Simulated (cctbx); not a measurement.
**Which space group?**

Cell: a = 3.8390 Å, b = 3.9370 Å, c = 10.3610 Å, α = 88.34°, β = 82.05°, γ = 88.57°. Expected content of the cell: Mo2 S2.

The data are simulated with cctbx, not measured: synchrotron X-rays, λ = 0.6889 Å, to d = 0.8 Å, 95 % of the full sphere, strongest reflection 20000 counts, noise from counting, a 3 % proportional error and a noise floor of 2 counts (s.d.); no absorption.

A first pass over the reflections prints:

```text
1185 reflections to d = 0.800 A
centring   violations  <I/sigma> of those
    A        559 of   591     23.0
    B        563 of   599     23.1
    C        554 of   574     21.4
    I        550 of   586     22.6
    R        761 of   797     22.9
    F        838 of   882     22.5
Laue class    unique    Rint  (classes that these axes allow; Friedel mates merged)
P -1              620   0.020
space group    extra absences  I>4sigma  <I/sigma>
P 1                     0          0         -  acentric
P -1                    0          0         -  centric
Wilson B = 0.48 A^2   <|E^2-1|> = 0.733 (0.968 centric, 0.736 acentric)   E^2>4: 0.0 %
shell (A)         n   <I/sigma>
10.26 - 1.60     83     32.2
 1.60 - 1.27     72     29.5
 1.27 - 1.11     80     32.1
 1.11 - 1.01     81     27.5
 1.01 - 0.94     68     27.3
 0.94 - 0.88     94     27.3
 0.88 - 0.84     81     27.5
 0.84 - 0.80     61     27.0
```

Q: Read the symmetry from these tables.

Every centring test has many violations, so the lattice is primitive.

Only P -1 fits these axes (Rint 0.020); a search for a hidden higher lattice was not made.

2 settings pass the absence test. No glide or screw absences show, which leaves P 1 and P -1.

⟨|E²−1|⟩ = 0.733 leans to a non-centrosymmetric structure. Here that hint misleads: the statistic assumes many like atoms on general positions, and few, heavy or special-position atoms break it. The Wilson B of 0.48 Å² means U ≈ 0.0061 Å².

The true group is P-1 (no. 2), Laue class -1, centrosymmetric. The tables only narrow the choice to the tied entries; cell content, site symmetry and trial solutions must settle it.

The model is made up (kin elements in a known structure type, no relaxation), so it says nothing on whether the phase exists.

[Logs are printed without paths, hosts, clocks, repeated set-up lines and the standing remarks that a program may print on its own settings, such as how far it seeks lower states.]
